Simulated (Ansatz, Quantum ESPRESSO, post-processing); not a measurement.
# Nb: work function by face, part 2 of 2

Aim: the work function of the low-index faces of Nb, their order, and how far the functional matters.

Quantum ESPRESSO 7.5; plane-wave DFT, PBE, GBRV ultrasoft pseudopotentials; geometry and cross-check by Ansatz 0.2.0 with PAW datasets.

So far. Step 7 (Geometry from Ansatz of (100)): The relaxation lowers the energy by 56 meV an atom. Held were the atoms numbered 3; the forces quoted are those on the free ones. Step 11 (Electrostatic potential of (100)): On (100) the work function under PBEsol lies +0.07 eV from PBE's.

## 12. Relaxation with Ansatz of (111) (continued)

Step by step:

```tsv
step	energy less that of the first step (eV)	largest force component (eV/Å)
1	0.0000	1.7303
2	-0.5005	0.7129
3	-0.5651	0.3557
4	-0.5913	0.2340
5	-0.5979	0.0013
```

The atoms that moved most (Å):

```tsv
atom	dx	dy	dz	length
Nb9	0.000	0.000	-0.297	0.297
Nb1	0.000	0.000	0.297	0.297
Nb8	0.000	0.000	-0.096	0.096
Nb2	0.000	0.000	0.096	0.096
```

Final coordinates:

```cif
data_structure
_symmetry_space_group_name_H-M 'P 1'
_symmetry_Int_Tables_number 1
_cell_length_a 4.6669
_cell_length_b 4.6669
_cell_length_c 23.6210
_cell_angle_alpha 90.000
_cell_angle_beta 90.000
_cell_angle_gamma 60.000
_cell_volume 445.54
loop_
_atom_site_label
_atom_site_type_symbol
_atom_site_fract_x
_atom_site_fract_y
_atom_site_fract_z
_atom_site_occupancy
Nb1 Nb 0.33333 0.33333 0.35128 1
Nb2 Nb 0.66667 0.66667 0.38310 1
Nb3 Nb 0.00000 0.00000 0.41934 1
Nb4 Nb 0.33333 0.33333 0.45967 1
Nb5 Nb 0.66667 0.66667 0.50000 1
Nb6 Nb 0.00000 0.00000 0.54033 1
Nb7 Nb 0.33333 0.33333 0.58066 1
Nb8 Nb 0.66667 0.66667 0.61690 1
Nb9 Nb 0.00000 0.00000 0.64872 1
```

The relaxation lowers the energy by 66 meV an atom. Held were the atoms numbered 3, 4, 5, 6 and 7; the forces quoted are those on the free ones.

This step gave:

| Property | Result |
| --- | --- |
| free energy | -40965.0714 eV |
| energy at zero smearing | -40964.8933 eV |
| smearing term TS | 0.3561 eV |
| Fermi energy | 4.234 eV |
| symmetry operations | 6 |
| work function of the upper face | 3.719 eV |
| work function of the lower face | 3.719 eV |
| dipole along the normal | -6.96e-6 e·Å |

## 13. SCF with pw.x of (111), PBE

Level of this step: plane-wave DFT, PBE, GBRV ultrasoft pseudopotentials (Quantum ESPRESSO 7.5).

File 111.pbe.in:

```
&control
  prefix = '111.pbe'
  outdir = './out'
  pseudo_dir = './pseudo'
  calculation = 'scf'
  tprnfor = .true.
/
&system
  ibrav = 0
  nat = 9
  ntyp = 1
  ecutwfc = 40
  ecutrho = 200
  occupations = 'smearing'
  smearing = 'mv'
  degauss = 0.02
/
&electrons
  conv_thr = 1e-07
  mixing_beta = 0.4
  electron_maxstep = 120
  mixing_mode = 'local-TF'
/
ATOMIC_SPECIES
  Nb  92.9064  nb_pbe_v1.uspp.F.UPF
CELL_PARAMETERS angstrom
  4.66690475582009 0.00000000000000 0.00000000000000
  2.33345237791004 4.04165807558261 0.00000000000000
  0.00000000000000 0.00000000000000 23.62102355330000
ATOMIC_POSITIONS crystal
  Nb  0.333333333333 0.333333333333 0.351275282323
  Nb  0.666666666667 0.666666666667 0.383095540375
  Nb  0.000000000000 0.000000000000 0.419340671900
  Nb  0.333333333333 0.333333333333 0.459670336000
  Nb  0.666666666667 0.666666666667 0.500000000000
  Nb  0.000000000000 0.000000000000 0.540329664000
  Nb  0.333333333333 0.333333333333 0.580659328100
  Nb  0.666666666667 0.666666666667 0.616904365054
  Nb  -0.000000000000 -0.000000000000 0.648724654184
K_POINTS automatic
  6 6 1 0 0 0
```

The run is started by

```console
OMP_NUM_THREADS=1 mpirun -n 4 pw.x -nk 2 -in 111.pbe.in > 111.pbe.out
```

Run time: 2 min. Hardware: 4 MPI ranks of Arm Neoverse V1, shared host; peak memory 0.91 GiB; 7.9 min of CPU time.

This step gave:

```
free energy  : -14435.3159 eV
Fermi energy : 4.287 eV
```

## 14. Electrostatic potential of (111)

File 111.pbe.pot.in:

```
&inputpp
  prefix = '111.pbe'
  outdir = './out'
  filplot = '111.pbe.pot.dat'
  plot_num = 11
/
```

The run is started by

```console
OMP_NUM_THREADS=1 mpirun -n 4 pp.x -in 111.pbe.pot.in > 111.pbe.pot.out
```

The job ended after 1.1 s (4 MPI ranks; peak memory 0.15 GiB).

This step gave:

```
work function of the upper face                                       : 3.741 eV
slope of the potential above                                          : 6.85e-4 eV/Å
upper vacuum line continued to the top atoms, over the Fermi level    : 3.738 eV
work function of the lower face                                       : 3.741 eV
slope of the potential below                                          : -4.99e-4 eV/Å
lower vacuum line continued to the bottom atoms, over the Fermi level : 3.739 eV
```

Electrostatic potential energy of an electron; zero at the Fermi level. Potential energy, planar mean against z:

```tsv
z (Å)	potential energy, planar mean (eV)
0	3.74
1	3.74
2	3.74
3	3.74
4	3.74
5	3.72
6	3.57
7	2.33
8	-9.73
9	-17.1
10	-14.9
11	-14.2
12	-14.0
13	-13.9
14	-15.4
15	-17.1
16	-2.19
17	3.10
18	3.66
19	3.73
20	3.74
21	3.74
22	3.74
23	3.74
```

## 15. SCF with pw.x of (111), PBEsol

Level of this step: plane-wave DFT, PBEsol, GBRV ultrasoft pseudopotentials (Quantum ESPRESSO 7.5).

111.pbesol.in, as its differences from the input of step 13:

```diff
@@ -1,3 +1,3 @@
 &control
-  prefix = '111.pbe'
+  prefix = '111.pbesol'
   outdir = './out'
@@ -24,3 +24,3 @@
 ATOMIC_SPECIES
-  Nb  92.9064  nb_pbe_v1.uspp.F.UPF
+  Nb  92.9064  nb_pbesol_v1.uspp.F.UPF
 CELL_PARAMETERS angstrom
```

The run is started by

```console
OMP_NUM_THREADS=1 mpirun -n 4 pw.x -nk 2 -in 111.pbesol.in > 111.pbesol.out
```

Wall time 1.9 min (4 MPI ranks); peak memory 0.89 GiB; 7.6 min of CPU time.

Read from the output:

- free energy: -14433.9995 eV
- Fermi energy: 4.186 eV

## 16. Potential by pp.x of (111)

File 111.pbesol.pot.in:

```
&inputpp
  prefix = '111.pbesol'
  outdir = './out'
  filplot = '111.pbesol.pot.dat'
  plot_num = 11
/
```

The run is started by

```console
OMP_NUM_THREADS=1 mpirun -n 4 pp.x -in 111.pbesol.pot.in > 111.pbesol.pot.out
```

The job ended after 1.1 s (4 MPI ranks; peak memory 0.15 GiB).

Numbers from this step:

| Property | Result |
| --- | --- |
| work function of the upper face | 3.818 eV |
| slope of the potential above | 6.03e-4 eV/Å |
| upper vacuum line continued to the top atoms, over the Fermi level | 3.814 eV |
| work function of the lower face | 3.818 eV |
| slope of the potential below | -4.35e-4 eV/Å |
| lower vacuum line continued to the bottom atoms, over the Fermi level | 3.815 eV |

On (111) the work function under PBEsol lies +0.08 eV from PBE's.

## 17. The series side by side

All levels:

```tsv
level	work function (eV)	Ansatz, PBE (eV)	CPU time (s)
(110), PBE	4.56	4.499	663.4
(110), PBEsol	4.652	-	647.6
(100), PBE	3.637	3.6	280.6
(100), PBEsol	3.711	-	254.1
(111), PBE	3.741	3.719	474.9
(111), PBEsol	3.818	-	453
```

## 18. A check by hand

For (110) under PBE, on the run's own zero: φ = 12.438 − (7.878) = 4.560 eV.

## 19. Outcome

| Quantity | Value |
| --- | --- |
| work function of (110), PBE | 4.56 eV |
| work function of (110), PBEsol | 4.65 eV |
| work function of (100), PBE | 3.64 eV |
| work function of (100), PBEsol | 3.71 eV |
| work function of (111), PBE | 3.74 eV |
| work function of (111), PBEsol | 3.82 eV |

In words: Under PBE the work functions are 4.56 eV on (110), 3.74 eV on (111) and 3.64 eV on (100). In order of packing, from 7.70 to 18.86 Å² an atom, the faces are (110), (100) and (111). The work function doesn't follow that order throughout, so smoothing alone doesn't explain it; the states near the Fermi level, surface states and relaxation differ from face to face. PBEsol lies +0.07 to +0.09 eV from PBE on the same atoms, nearly a rigid shift. The top two spacings change by -3.5 and +1.3 % on (110), -12.8 and +2.4 % on (100) and -21.1 and -10.1 % on (111). Ansatz, with Fermi-Dirac smearing and its own datasets, agrees within 0.06 eV under PBE. The slabs are thin and unreconstructed, at the tabulated lattice constant; thickness and mesh leave some 0.05 to 0.1 eV open.

Computed beside measured:

| quantity | measured | PBE | PBEsol |
| --- | --- | --- | --- |
| work function of (110) (eV) | 4.63 | 4.56 (-0.07 eV) | 4.65 (+0.02 eV) |
| work function of (100) (eV) | 3.97 | 3.64 (-0.33 eV) | 3.71 (-0.26 eV) |
| work function of (111) (eV) | 4.08 | 3.74 (-0.34 eV) | 3.82 (-0.26 eV) |

Measured values from arxiv:1902.07811 (2019).

Verdict: The grades are ours: good and fair within 3 and 7 % for the work function of (110), 3 and 7 % for the work function of (100) and 3 and 7 % for the work function of (111). Other measurements of the same face can differ from the value quoted by 0.1 to 0.2 eV.

[Logs are printed without paths, hosts, clocks, repeated set-up lines and the standing remarks that a program may print on its own settings, such as how far it seeks lower states.]

[Hosts, paths, dates, database ids (printed as entryN), source tags and the programs' standing remarks are cut or masked in the printed files.]

[Maps of the electrostatic potential energy from Ansatz leave out the sawtooth potential of an applied field or a dipole correction, so their vacuum need not be flat; planar profiles and work functions include it.]
